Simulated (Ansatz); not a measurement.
# Sn2Ge (model cell, started as cuprite): relaxing the cell for a phonon run, part 2 of 2

Aim: bring Sn2Ge (model cell, started as cuprite) to small forces and stress, as phonons need.

Ansatz 0.2.0; DFT LDA, scalar-relativistic, plane waves, PAW.

So far. Step 2 (A coarse first look): The coarse mesh shows no gap and a pressure of -3.8 GPa. The relaxed cell has a = 5.877 Å (conventional setting).

The structure was built from a prototype and need not be the compound's stable phase.

**5. Tight relaxation**

Phonons need a cell at rest on their own settings, so the relaxation is repeated with tight tolerances on forces and stress on the k mesh and occupations of the first response run.

Contents of input.yaml:

```yaml
crystal:
  lattice:
    - [5.876708418, 0.0, 0.0]
    - [0.0, 5.876708418, 0.0]
    - [0.0, 0.0, 5.876708418]
  atoms:
    - { symbol: Ge, position: [0.0, 0.0, 0.0] }
    - { symbol: Ge, position: [0.5, 0.5, 0.5] }
    - { symbol: Sn, position: [0.25, 0.25, 0.25] }
    - { symbol: Sn, position: [0.75, 0.75, 0.25] }
    - { symbol: Sn, position: [0.75, 0.25, 0.75] }
    - { symbol: Sn, position: [0.25, 0.75, 0.75] }
kpoints:
  mp_grid: { grid: [6, 6, 6] }
hamiltonian:
  xc: lda
scf:
  occupations: { method: methfessel_paxton, width: 0.2 }
output:
  forces: true
  stress: true
  eigenvalues: true
  write_density: true
  write_potential: true
  elf: true
  volumetric_format: npy
relax:
  adjacent_minimum: "off"
  f_tol: 0.001
  max_steps: 60
  cell: { stress_tol: 0.01 }
```

Command:

```console
ansatz run input.yaml --threads 8 --pin off --max-ram 14336MiB --backend cpu --events-out ev --progress --plain --runs-dir out
```

Numbers of over 12 decimals in the logs are rounded to 6 here.

Output:

```text
[...]
Crystal: 6 atoms, lattice volume = 202.956 Å³
Basis set: ecut = 420 eV, 3911 PW (Γ)
Bands: 51, of which v1, the nominal top of the filled ones, is band 42 counted from 1 (41 counted from 0)
Symmetry: 48 space group operations
[...]
k-points: 20 of 216
[...]
cell:  # Å, volume = 202.8331 Å³
    - [5.875519, 0.0, 0.0]
    - [0, 5.875519, 0.0]
    - [0.0, 0.0, 5.875519]
  atoms:
    - { symbol: Ge, position: [0, 0, 0] }
    - { symbol: Ge, position: [0.500000, 0.500000, 0.500000] }
    - { symbol: Sn, position: [0.250000, 0.250000, 0.250000] }
    - { symbol: Sn, position: [0.750000, 0.750000, 0.250000] }
    - { symbol: Sn, position: [0.750000, 0.250000, 0.750000] }
    - { symbol: Sn, position: [0.250000, 0.750000, 0.750000] }
[key lines of the parts left out:]
SCF converged after 8 iterations
Free energy (F): -31944.796341 eV
Fermi energy:    6.352241 eV
P = ⅓ Tr σ = 0.0004 GPa (0.004 kbar)
```

Wall time 6.5 s (8 threads of Arm Neoverse V2, shared host); peak memory 0.83 GiB; 48 s of CPU time.

Little changed from the start: no atom moved by 0.005 Å and no cell edge by 0.1 %.

This step gave:

```yaml
pressure: 3.76e-4 GPa
volume_per_atom: 33.81 Å³
```

ELF in the ac plane at fractional y = 0.250, with atoms of Sn within 0.2 Å of it. It is the smooth field of the valence electrons, not physical close to the nuclei.

Ten even steps from '_' (0.00) to '@' (0.43), each cell a mean:
```
##****++++++====**%%@@%%%%@@@@@@
##++--::::::::==%%%%%%######%%@@
##==::......::++@@%%**::..==##@@
%%==..____..::++%%##==____..##%%
%%--..____..::++@@%%++..__::##%%
##--......::--**@@%%##++==**%%@@
++------====++**%%@@%%%%##%%%%%%
==++##%%%%######%%%%@@@@%%@@%%**
**%%@@%%%%@@@@@@##****++++++====
%%%%%%######%%@@##++--::::::::==
@@%%**::..==##@@##==::......::++
%%##==____..##%%%%==..____..::++
@@%%++..__::##%%%%--..____..::++
@@%%##++==**%%@@##--......::--**
%%@@%%%%##%%%%%%++------====++**
%%%%@@@@%%@@%%**==++##%%%%######
```
Columns run along a (5.9 Å), rows up along c (5.9 Å). Atoms in or near the plane, at fractional coordinates: Sn at (0.25, 0.25), Sn at (0.75, 0.75).

Valence density in the ac plane at fractional y = 0.250, with atoms of Sn within 0.2 Å of it. It is the smooth field of the valence electrons, not physical close to the nuclei.

Values in e/Å³, 16 rows by 16 columns, each cell a mean:
```
 0  0  0  0  0  0  0  0  0  0  0  0  0  0  0  0
 0  0  0  0  0  0  0  0  0  0  0  1  1  1  0  0
 0  0  0  0  0  0  0  0  0  0  1  5  6  3  1  0
 0  0  0  0  0  0  0  0  0  1  3 10 13  6  1  0
 0  0  0  0  0  0  0  0  0  0  2  7 10  5  1  0
 0  0  0  0  0  0  0  0  0  0  1  2  3  1  0  0
 0  0  0  0  0  0  0  0  0  0  0  0  1  0  0  0
 0  0  0  0  0  0  0  0  0  0  0  0  0  0  0  0
 0  0  0  0  0  0  0  0  0  0  0  0  0  0  0  0
 0  0  0  1  1  1  0  0  0  0  0  0  0  0  0  0
 0  0  1  5  6  3  1  0  0  0  0  0  0  0  0  0
 0  1  3 10 13  6  1  0  0  0  0  0  0  0  0  0
 0  0  2  7 10  5  1  0  0  0  0  0  0  0  0  0
 0  0  1  2  3  1  0  0  0  0  0  0  0  0  0  0
 0  0  0  0  1  0  0  0  0  0  0  0  0  0  0  0
 0  0  0  0  0  0  0  0  0  0  0  0  0  0  0  0
```
Columns run along a (5.9 Å), rows up along c (5.9 Å). Atoms in or near the plane, at fractional coordinates: Sn at (0.25, 0.25), Sn at (0.75, 0.75).

Electrostatic potential energy in the ac plane at fractional y = 0.250, with atoms of Sn within 0.2 Å of it. With pseudopotentials it is smooth inside the atoms' cores, unlike the true potential.

Ten even steps from '_' (-11 eV) to '@' (25 eV), each cell a mean:
```
++++++++++++++++++++==------==++
++++++++++++++++++==..______::==
++++++++****++++==::__==**::__--
++++++******++++==..::@@@@**__--
++++++****++++++==....##@@==__--
++++++++++++++++==--__..::__..==
++++++++++++++++++==--....::==++
++++++++++++++++++++========++++
++++==------==++++++++++++++++++
++==..______::==++++++++++++++++
==::__==**::__--++++++++****++++
==..::@@@@**__--++++++******++++
==....##@@==__--++++++****++++++
==--__..::__..==++++++++++++++++
++==--....::==++++++++++++++++++
++++========++++++++++++++++++++
```
Columns run along a (5.9 Å; values clipped at the 3rd and 97th percentile), rows up along c (5.9 Å). Atoms in or near the plane, at fractional coordinates: Sn at (0.25, 0.25), Sn at (0.75, 0.75).

The forces vanish by symmetry and the pressure is 0.000 GPa, within the tolerances set. The cell now holds 33.81 Å³/atom.

**6. What came out**

```
space group after relaxation (within 0.01 Å) : Pn-3m
lattice constant a                           : 5.876 Å
lattice constant b                           : 5.876 Å
lattice constant c                           : 5.876 Å
volume per atom                              : 33.8 Å³
```

**Reading.** The forces vanish by symmetry and the pressure is 0.000 GPa, within the tolerances set. The cell now holds 33.81 Å³/atom. The relaxation keeps the symmetry of its start, so it says nothing on stability against lower symmetry. Spin-orbit coupling is left out, which can matter for the heavy elements here. The starting cell was built on a prototype and not taken from a measurement, so the phase need not exist.

[Logs are printed without paths, hosts, clocks, repeated set-up lines and the standing remarks that a program may print on its own settings, such as how far it seeks lower states.]

[Hosts, paths, dates, database ids (printed as entryN), source tags and the programs' standing remarks are cut or masked in the printed files.]
